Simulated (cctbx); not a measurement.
# CdIn2: solution and refinement

Cell a = 4.2740 Å, b = 4.2740 Å, c = 4.5110 Å, α = 90.00°, β = 90.00°, γ = 120.00°; space group P6/mmm (no. 191); content In2 Cd1.

Simulated single-crystal data (cctbx): Cu Kα, λ = 1.54184 Å, to d = 0.83 Å, 50 % of the full sphere, strongest reflection 70000 counts, noise from counting, a 3 % proportional error and a noise floor of 15 counts (s.d.); no absorption, and some extinction, which the refinements don't model.

Charge flipping in P1 on plain amplitudes to 0.9 Å, δ = 0.9 σ, 10 % of the reflections treated as weak, 150 cycles:

```text
cycle      R  skewness
    0  0.635     0.26
   12  0.448     1.93
   24  0.369     3.72
   36  0.338     3.65
   48  0.338     3.53
   60  0.323     3.28
   72  0.342     3.52
   84  0.322     3.48
   96  0.373     3.46
  108  0.329     3.41
  120  0.328     3.53
  132  0.346     3.38
  144  0.303     3.30
origin shift          correlation  skewness
 0.069  0.824  0.347      1.000      5.86
 0.732  0.188  0.372      0.934      5.87
 0.383  0.514  0.374      0.870      5.12
 0.069  0.824 -0.153      1.000      5.86
taken: symmetry correlation 1.000, skewness 5.86
peak      x       y       z  mult  height/sigma
Q1    0.3333  0.6667  0.5000    2     11.2
Q2    0.0000  0.0000  0.0000    1     11.1
Q3    0.0000  0.2803  0.1296   12      0.8
Q4    0.0000  0.5000  0.3939    6      0.7
Q5    0.1623  0.3245  0.3982   12      0.6
Q6    0.1808  0.5904  0.2035   12      0.4
Q7    0.0000  0.5000  0.0000    3      0.3
```

The origin is taken among those within 0.04 of the best correlation, by the skewness of the map.

It took 0.34 s on 1 thread of Arm Neoverse V2 (shared host), peak memory 0.07 GiB.

Q: Assign the peaks.

Heights go roughly as Z and multiplicities must add up to the content. First model: Q1 = In1 (2 in the cell, height 11.2) and Q2 = Cd1 (1 in the cell, height 11.1). Against the true structure, Q1 is In and Q2 is Cd; the other peaks are not atoms.

Least squares on F², isotropic:

```text
Rint 0.025, 43 unique reflections to 0.83 A
cycle     R1     wR2    GooF  max shift (A)
   1  0.0746  0.1420   8.525   0.00000
   2  0.0097  0.0237   1.425   0.00000
final R1 0.0097 wR2 0.0237 GooF 1.425  parameters 2  data/parameter 21.5
atom        x        y        z      Ueq    occ   su(xyz)  su(Uiso or U11)
In1    0.33333  0.66667  0.50000   0.0105  1.000  0.00000  0.0003
Cd1    0.00000  0.00000  0.00000   0.0124  1.000  0.00000  0.0003
difference map: max 0.60 min -1.23 rms 0.17
Q1    0.3333  0.6667  0.3830    4    0.61  0.53 A from In1
Q2    0.3333  0.6667  0.1913    4    0.57  1.39 A from In1
Q3    0.2203  0.4406  0.0000    6    0.47  1.63 A from Cd1
Q4    0.0000  0.5000  0.4025    6    0.42  1.31 A from In1
Q5    0.0000  0.0000  0.2541    2    0.36  1.15 A from Cd1
```

Anisotropic refinement:

```text
Rint 0.025, 43 unique reflections to 0.83 A
cycle     R1     wR2    GooF  max shift (A)
   1  0.0098  0.0238   1.462   0.00000
   2  0.0078  0.0169   1.043   0.00000
final R1 0.0078 wR2 0.0169 GooF 1.043  parameters 4  data/parameter 10.8
atom        x        y        z      Ueq    occ   su(xyz)  su(Uiso or U11)
In1    0.33333  0.66667  0.50000   0.0103  1.000  0.00000  0.0002
Cd1    0.00000  0.00000  0.00000   0.0124  1.000  0.00000  0.0002
difference map: max 0.51 min -0.71 rms 0.14
Q1    0.3333  0.6667  0.2057    4    0.51  1.33 A from In1
Q2    0.2191  0.4382  0.0000    6    0.44  1.62 A from Cd1
Q3    0.0000  0.5000  0.3868    6    0.43  1.34 A from In1
Q4    0.2322  0.4645  0.5000    6    0.35  0.75 A from In1
Q5    0.0000  0.5000  0.1233    6    0.34  2.10 A from In1
Q6    0.0000  0.0000  0.2621    2    0.32  1.18 A from Cd1
```

**Reading.** The refinement ends at R1 = 0.0078, wR2 = 0.0169, GooF = 1.04, with difference density between -0.71 and 0.51 e/Å³. Every site matches the true model in element, within 0.001 Å r.m.s., up to an allowed shift of origin.

True model:

```csv
atom,mult.,x,y,z,Ueq (Å²)
In1,2,2/3,1/3,1/2,0.0105
Cd1,1,0,0,0,0.0123
```

The model was made for the exercise: a known structure type with other elements put in, its volume estimated, not relaxed; displacement parameters are assumed.

[Middle refinement cycles are left out of these outputs.]

[Logs are printed without paths, hosts, clocks, repeated set-up lines and the standing remarks that a program may print on its own settings, such as how far it seeks lower states.]
